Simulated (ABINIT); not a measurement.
**AgSbSe3 (Pm-3m): zone-centre phonons**

Which modes does AgSbSe3 (Pm-3m) have at the zone centre?

Method: DFT LDA, scalar-relativistic, plane waves, JTH PAW pseudopotentials, in ABINIT 10.8.3.

This is a report of a sequence of runs, with most program output left out.

The structure was built from a prototype and need not be the compound's stable phase.

**1. The structure**

Symmetry: Pm-3m, No. 221, cubic system. Conventional cell: a = 5.057 Å, b = 5.057 Å, c = 5.057 Å, α = 90.00°, β = 90.00°, γ = 90.00°. Ag has 12 Se at 3.58 Å nearest. Nearest to Sb lie 6 Se at 2.53 Å. Se has 2 Sb at 2.53 Å nearest. Farther neighbours and most contacts between anions are not listed.

**2. A probe with smearing**

A first run with smearing and empty bands tells whether the crystal has a gap, which decides between fixed occupations and smearing later on.

probe.abi reads:

```
# ground state
tolvrs 1.0d-08
prtden 1
prtwf 1

# basis, mesh and filling
ecut 18.0
pawecutdg 36.0
ngkpt 4 4 4
nshiftk 1
shiftk 0.0 0.0 0.0
istwfk *1
occopt 7
tsmear 0.005
nband 31
nstep 100
diemac 9.0
prtebands 0
prtgsr 0

# cell and atoms
acell 9.555967067 9.555967067 9.555967067
rprim 
    1.0 0.0 0.0
    0.0 1.0 0.0
    0.0 0.0 1.0
ntypat 3
znucl 47 51 34
natom 5
typat 1 2 3 3 3
xred 
    0.0 0.0 0.0
    0.5 0.5 0.5
    0.5 0.5 0.0
    0.5 0.0 0.5
    0.0 0.5 0.5
pp_dirpath "./pseudo"
pseudos "Ag.xml, Sb.xml, Se.xml"
```

Run with:

```sh
> OMP_NUM_THREADS=1 mpirun -n 4 abinit probe.abi > probe.log
```

It took 13 s on 4 MPI ranks of Arm Neoverse V2, shared host; 50 s of CPU time.

Numbers from this step:

```yaml
volume_per_atom: 25.86 Å³
pressure: 2.952 GPa
gap_on_the_k_mesh: 0 eV
```

No gap opens on this mesh, so smearing is kept; the printed pressure holds the stress of the finite basis too.

**3. Rough relaxation**

The typed start is rough, so a first relaxation with smearing and loose thresholds takes it towards rest cheaply.

prerelax.abi reads:

```
# relaxation
ionmov 2
optcell 2
dilatmx 1.15
chkdilatmx 0
ntime 40
tolmxf 3.0d-04
tolvrs 1.0d-10
prtwf 0
prtden 0
chksymtnons 0

# basis, mesh and filling
ecut 20.0
ecutsm 3.0
pawecutdg 40.0
ngkpt 4 4 4
nshiftk 1
shiftk 0.0 0.0 0.0
istwfk *1
occopt 7
tsmear 0.005
nband 31
nstep 100
diemac 1000000.0
prtebands 0
prtgsr 0

# cell and atoms
acell 9.555967067 9.555967067 9.555967067
rprim 
    1.0 0.0 0.0
    0.0 1.0 0.0
    0.0 0.0 1.0
ntypat 3
znucl 47 51 34
natom 5
typat 1 2 3 3 3
xred 
    0.0 0.0 0.0
    0.5 0.5 0.5
    0.5 0.5 0.0
    0.5 0.0 0.5
    0.0 0.5 0.5
pp_dirpath "./pseudo"
pseudos "Ag.xml, Sb.xml, Se.xml"
```

Run with:

```sh
> OMP_NUM_THREADS=1 mpirun -n 4 abinit prerelax.abi > prerelax.log
```

Elapsed: 77 s, on 4 MPI ranks.

The steps of the relaxation:

```csv
step,energy less that of the first step (eV),largest force (eV/Å),volume (Å³)
1,0.0000,0.0000,129.31
2,-0.0204,0.0000,130.51
3,-0.0610,0.0000,135.69
4,-0.0612,0.0000,136.08
```

```csv
"conventional cell, symmetrised",before,after,change
a (Å),5.057,5.144,+1.7 %
b (Å),5.057,5.144,+1.7 %
c (Å),5.057,5.144,+1.7 %
volume (Å³/atom),25.86,27.22,+5.2 %
```

Final coordinates:

```xyz
5
Lattice="5.1436 0.0000 0.0000 0.0000 5.1436 0.0000 0.0000 0.0000 5.1436" Properties=species:S:1:pos:R:3 pbc="T T T"
Ag    0.0000    0.0000    0.0000
Sb    2.5718    2.5718    2.5718
Se    2.5718    2.5718    0.0000
Se    2.5718    0.0000    2.5718
Se    0.0000    2.5718    2.5718
```

Numbers from this step:

- volume per atom: 27.22 Å³
- pressure: 0.01075 GPa

The volume changes by +5.2 % in this run and stands +5.2 % from the first cell.

**4. Relaxing the cell and atoms**

The harmonic expansion needs vanishing forces, and a free crystal bears no stress, so cell and atoms are brought to rest. Stress is more sensitive to the basis than forces are: the last 3 Ha under the cutoff are smoothed with ecutsm, and the cutoff is raised above that of the later runs.

relax.abi reads:

```
# relaxation
ionmov 2
optcell 2
dilatmx 1.08
ntime 40
tolmxf 1.0d-05
tolvrs 1.0d-14
prtwf 0
prtden 0
chksymtnons 0

# basis, mesh and filling
ecut 24.0
ecutsm 3.0
pawecutdg 48.0
ngkpt 4 4 4
nshiftk 1
shiftk 0.0 0.0 0.0
istwfk *1
occopt 6
tsmear 0.01
nband 31
nstep 100
diemac 1000000.0
prtebands 0
prtgsr 0

# cell and atoms
acell 9.719924213 9.719924213 9.719924213
rprim 
    1.0 0.0 0.0
    0.0 1.0 0.0
    0.0 0.0 1.0
ntypat 3
znucl 47 51 34
natom 5
typat 1 2 3 3 3
xred 
    0.0 0.0 0.0
    0.5 0.5 0.5
    0.5 0.5 0.0
    0.5 0.0 0.5
    0.0 0.5 0.5
pp_dirpath "./pseudo"
pseudos "Ag.xml, Sb.xml, Se.xml"
```

Run with:

```sh
> OMP_NUM_THREADS=1 mpirun -n 4 abinit relax.abi > relax.log
```

Wall time 76 s (4 MPI ranks).

Little changed from the start: no atom moved by 0.005 Å and no cell edge by 0.1 %.

This step gave:

```yaml
volume_per_atom: 27.18 Å³
pressure: 2.03e-4 GPa
```

The volume changes by -0.1 % in this run and stands +5.1 % from the first cell.

**5. Ground state**

The response is built on these wavefunctions, so the potential is converged far more tightly than an energy would need. Smearing stays on, as the first look found no gap above 0.3 eV.

gs.abi reads:

```
# ground state
tolvrs 1.0d-16
prtden 1
prtwf 1

# basis, mesh and filling
ecut 18.0
pawecutdg 36.0
ngkpt 4 4 4
nshiftk 1
shiftk 0.0 0.0 0.0
istwfk *1
occopt 6
tsmear 0.01
nband 31
nstep 100
diemac 1000000.0
prtebands 0
prtgsr 0

# cell and atoms
acell 9.715389992 9.715389992 9.715389992
rprim 
    1.0 0.0 0.0
    0.0 1.0 0.0
    0.0 0.0 1.0
ntypat 3
znucl 47 51 34
natom 5
typat 1 2 3 3 3
xred 
    0.0 0.0 0.0
    0.5 0.5 0.5
    0.5 0.5 0.0
    0.5 0.0 0.5
    0.0 0.5 0.5
pp_dirpath "./pseudo"
pseudos "Ag.xml, Sb.xml, Se.xml"
```

Run with:

```sh
> OMP_NUM_THREADS=1 mpirun -n 4 abinit gs.abi > gs.log
```

Run time: 21 s. Hardware: 4 MPI ranks.

This step gave:

```yaml
pressure: -0.07264 GPa
```

The cell stands at -0.073 GPa, close enough for phonons.

**6. Linear response at Γ**

At q = 0 one unit cell holds all displacements. The response is solved for single atoms along the cell's directions, and symmetry skips those that follow from others. The crystal is treated as a metal, which screens a static field, so no field response is asked.

dfpt_gamma.abi reads:

```

# common to the responses
getwfk_filepath "gso_WFK"
kptopt 2
nqpt 1
qpt 0.0 0.0 0.0
asr 0
chneut 0

# displacements
rfphon 1
rfatpol 1 5
rfdir 1 1 1
tolvrs 1.0d-10
prtwf 0

# basis, mesh and filling
ecut 18.0
pawecutdg 36.0
ngkpt 4 4 4
nshiftk 1
shiftk 0.0 0.0 0.0
istwfk *1
occopt 6
tsmear 0.01
nband 31
nstep 100
diemac 1000000.0
prtebands 0
prtgsr 0

# cell and atoms
acell 9.715389992 9.715389992 9.715389992
rprim 
    1.0 0.0 0.0
    0.0 1.0 0.0
    0.0 0.0 1.0
ntypat 3
znucl 47 51 34
natom 5
typat 1 2 3 3 3
xred 
    0.0 0.0 0.0
    0.5 0.5 0.5
    0.5 0.5 0.0
    0.5 0.0 0.5
    0.0 0.5 0.5
pp_dirpath "./pseudo"
pseudos "Ag.xml, Sb.xml, Se.xml"
```

Run with:

```sh
> OMP_NUM_THREADS=1 mpirun -n 4 abinit dfpt_gamma.abi > dfpt_gamma.log
```

The job ended after 2.4 min (4 MPI ranks).

Read from the output:

- largest acoustic frequency at the zone centre before the sum rule: 5.52 cm⁻¹
- highest optical zone-centre mode (no LO-TO term): 202.8 cm⁻¹
- lowest optical zone-centre mode: -109.3 cm⁻¹

The acoustic modes at Γ come out as far as 5.5 cm⁻¹ from zero, where they should vanish, a small numerical error. The lowest optical mode is imaginary, 109i cm⁻¹, an instability at this level and on this k mesh.

**7. Zone-centre analysis**

anaddb reads the merged derivatives and imposes the acoustic sum rule.

anaddb.abi reads:

```
ddb_filepath "gamma_DDB"
output_file "anaddb.abo"
outdata_prefix "anaddb"
asr 1
chneut 1
enunit 2
eivec 1
nph1l 1
qph1l 0.0 0.0 0.0 1.0
```

mrgddb.in reads:

```
gamma_DDB
merged
1
dfpt_gammao_DDB
```

Run with:

```sh
> mrgddb < mrgddb.in > mrgddb.log
> OMP_NUM_THREADS=1 anaddb anaddb.abi > anaddb.log
```

Elapsed: 0.5 s, on 1 thread.

This step gave:

- highest optical zone-centre mode (no LO-TO term): 202.7 cm⁻¹
- lowest optical zone-centre mode: -109.4 cm⁻¹

No LO-TO term; unit eigenvectors of the mass-weighted matrix, from anaddb's displacements. Modes at Γ, with each element's share of the kinetic energy (negative means imaginary):

```csv
mode,frequency (cm⁻¹),symmetry,Ag %,Sb %,Se %
1,-109.4,T1u,18,18,64
2,-109.4,T1u,18,18,64
3,-109.4,T1u,18,18,64
4,-98.8,T2u,0,0,100
5,-98.8,T2u,0,0,100
6,-98.8,T2u,0,0,100
7,-59.9,T1u,59,31,10
8,-59.9,T1u,59,31,10
9,-59.9,T1u,59,31,10
10,0.0,acoustic,23,26,51
11,0.0,acoustic,23,26,51
12,0.0,acoustic,23,26,51
13,202.7,T1u,0,25,75
14,202.7,T1u,0,25,75
15,202.7,T1u,0,25,75
```

Displacements in mode 3 (-109.4 cm⁻¹), the largest set to 1:
```
Ag1  0.64  0.00  0.00
Sb2  0.61  0.00  0.00
Se3 -1.00  0.00  0.00
Se4 -1.00  0.00  0.00
Se5  0.19  0.00  0.00
```

Displacements in mode 15 (202.7 cm⁻¹), the largest set to 1:
```
Ag1  0.01  0.00  0.00
Sb2  0.47  0.00  0.00
Se3  0.13  0.00  0.00
Se4  0.13  0.00  0.00
Se5 -1.00  0.00  0.00
```

The rule also moves an optical mode by 0.4 cm⁻¹.

**8. Sum rules set otherwise (asr 0)**

Without the rule the raw error of the acoustic modes shows.

Edit anaddb.abi of step 7 so:

```diff
@@ -3,4 +3,4 @@
 outdata_prefix "anaddb"
-asr 1
-chneut 1
+asr 0
+chneut 0
 enunit 2
```

mrgddb.in is that of step 7.

The job ended after 0.5 s (1 thread).

Numbers from this step:

```yaml
highest_optical_zone_centre_mode_no_lo_to_term: 202.8 cm⁻¹
lowest_optical_zone_centre_mode: -109.3 cm⁻¹
```

Zone-centre frequencies as printed; negative means imaginary. Modes:

```csv
mode,frequency (cm⁻¹)
1,-109.3
2,-109.3
3,-109.3
4,-98.79
5,-98.79
6,-98.79
7,-59.54
8,-59.54
9,-59.54
10,5.52
11,5.52
12,5.52
13,202.8
14,202.8
15,202.8
```

**9. Summary of results**

| Property | Result |
| --- | --- |
| space group after relaxation | Pm-3m |
| volume per atom | 27.2 Å³ |
| highest optical zone-centre mode (no LO-TO term) | 202.7 cm⁻¹ |
| lowest optical zone-centre mode | -109.4 cm⁻¹ |
| imaginary optical modes at the zone centre (no q mesh in this session) | yes |

In words: At the LDA level the optical modes of AgSbSe3 (Pm-3m) at the zone centre run from 109i to 203 cm⁻¹, so the structure is a saddle point, with 9 modes beyond 10i cm⁻¹ there. These are harmonic frequencies at zero temperature: anharmonic shifts and linewidths and thermal expansion are left out. Spin-orbit coupling is left out, which can matter for the heavy elements here. In a metal the frequencies hang on the k mesh and the smearing, most of all near Kohn anomalies. The structure is a hypothetical one, built on a prototype.

[Host names and launcher messages were left out of these logs when they were recorded.]

[Logs are printed without paths, hosts, clocks, repeated set-up lines and the standing remarks that a program may print on its own settings, such as how far it seeks lower states.]

[Hosts, paths, dates, database ids (printed as entryN), source tags and the programs' standing remarks are cut or masked in the printed files.]
